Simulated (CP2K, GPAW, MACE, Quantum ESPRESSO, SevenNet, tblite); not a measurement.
# Predicting plane-wave site energies from GPAW dzp, PBE: C in place of Si in glassy 71SiO2-29BaO (mol %) (65 atoms)

Density of this cell: 3.44 g/cm³. The cell holds 65 atoms: 17 Si, 7 Ba and 41 O. Cell: a = 10.034 Å, b = 10.034 Å, c = 10.034 Å, α = 90.0°, β = 90.0°, γ = 90.0°. 65 atoms (17 Si, 7 Ba, 41 O) placed at random at 3.34 g/cm³, melted at 4000 K for 10 ps at fixed volume with the Morse and Coulomb pair potential with partial charges (Pedone, Malavasi, Menziani, Cormack and Segre, J. Phys. Chem. B 110, 11780 (2006)). Quenched from 4000 K to 300 K at 100 K/ps and fixed volume, held 10 ps at zero pressure. Then the atoms were relaxed with MACE MP-0b3 medium in the fixed cell.

Calculated with Quantum ESPRESSO 7.5: PBE; plane waves, SSSP efficiency, 60/480 Ry; k-points Γ. The cheaper level is PBE; dzp orbitals, PAW, h 0.18 Å; k-points Γ. Each row is one cell with C in place of Si, relaxed with MACE MP-0b3 medium; both levels solve the same cells, and energies are counted from site Si12 at each level.

| energy from GPAW dzp, PBE (eV) | energy from plane waves (eV) | site |
| --- | --- | --- |
| 0.000 | 0 | Si12 |
| 0.177 | 0.2483 | Si15 |
| 0.612 | ? | ? |
| 0.929 | 1.117 | Si9 |
| 1.149 | 1.316 | Si13 |

Task: Fit a straight line to the rows given and interpolate to the withheld row.

Worked fit:

Take u as the energy from GPAW dzp, PBE and v as that from plane waves.

| u (eV) | v (eV) |
| --- | --- |
| 0 | 0 |
| 0.177381 | 0.248268 |
| 0.928563 | 1.11698 |
| 1.14900 | 1.31589 |

With n = 4: mean u = 0.563737, mean v = 0.670285, Σ(u − ū)² = 0.94270, Σ(u − ū)(v − v̄) = 1.0817. Slope b = 1.0817 / 0.94270 = 1.1475; intercept a = v̄ − b ū = 0.023411.

At the withheld site u = 0.6121, and v = a + b u.

Prediction at 0.612: 0.7258 eV. The run gave 0.6215 eV, so the fit is high by 0.10 eV (17 % of the value).

The slope of 1.1 says that GPAW dzp, PBE spreads the sites about as widely as plane waves do. Taken as it stands, without the line, its value misses the withheld site by 0.0094 eV. Among the rows given, the largest miss of the fit is at 0.929, by 0.028 eV (2.1 % of the range of the table).

Limits: Few sites, one cell. The geometries are those of MACE MP-0b3 medium, not of DFT.

[Hosts, paths, dates, database ids (printed as entryN), source tags and the programs' standing remarks are cut or masked in the printed files.]
